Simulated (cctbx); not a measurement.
**Mn2CoAs2 across an absorption edge**

Space group Pmmn (no. 59, origin choice 1), a = 3.2240 Å, b = 12.9120 Å, c = 3.1370 Å, α = 90.00°, β = 90.00°, γ = 90.00°.

| atom | mult. | x | y | z | Ueq (Å²) |
| --- | --- | --- | --- | --- | --- |
| As1 | 4 | 1/2 | 0.6605 | 0.7564 | 0.0168 |
| Co1 | 2 | 1/2 | 1/2 | 0.7384 | 0.0174 |
| Mn1 | 4 | 1/2 | 0.1484 | 0.7617 | 0.0165 |

The model is made up (kin elements in a known structure type, no relaxation), so it says nothing on whether the phase exists.

Calculated with cctbx: free-atom f′ and f″ from the Sasaki tables, no fine structure; amplitudes in electrons.

| E (eV) | F 0 1 1 | F 0 2 1 | F 1 3 0 | F 1 3 1 |
| --- | --- | --- | --- | --- |
| 7109 | 51.4 | 6.0 | 8.8 | 1.9 |
| 7459 | 48.4 | 5.9 | 8.4 | 1.6 |
| 7589 | 46.6 | 5.8 | 8.0 | 1.5 |
| 7649 | 45.0 | 5.7 | 7.7 | 1.4 |
| 7679 | 43.6 | 5.6 | 7.6 | 1.3 |
| 7694 | 42.1 | 5.5 | 7.8 | 1.2 |
| 7701 | 40.8 | 5.4 | 8.1 | 1.1 |
| 7705 | 39.5 | 5.3 | 8.7 | 1.0 |
| 7713 | 39.0 | 5.4 | 14.9 | 0.8 |
| 7717 | 40.6 | 5.5 | 14.5 | 0.9 |
| 7724 | 41.9 | 5.6 | 14.2 | 1.0 |
| 7739 | 43.4 | 5.7 | 14.1 | 1.1 |
| 7769 | 44.9 | 5.8 | 14.1 | 1.2 |
| 7859 | 46.7 | 5.9 | 14.2 | 1.3 |
| 8109 | 48.3 | 6.1 | 14.7 | 1.4 |

**Question.** Which edge is crossed, and why do the reflections move as they do?

The K edge of Co. The edge is at 7709 eV. f′ of Co falls from -3.9 e at 7589 eV to -7.4 e at 4 eV below it, and f″ steps from 0.47 to 3.93 e across it. Over that approach |F| changes by -15 % (0 1 1), -9 % (0 2 1), +9 % (1 3 0) and -33 % (1 3 1): a reflection falls where Co scatters in phase with the total and rises where it scatters against it; it hardly moves where the Co term is small or cancels by symmetry. Above the edge the larger f″ enters the imaginary part, where it can add to or cancel the other atoms' f″. The structure is centrosymmetric, so Friedel mates stay equal.
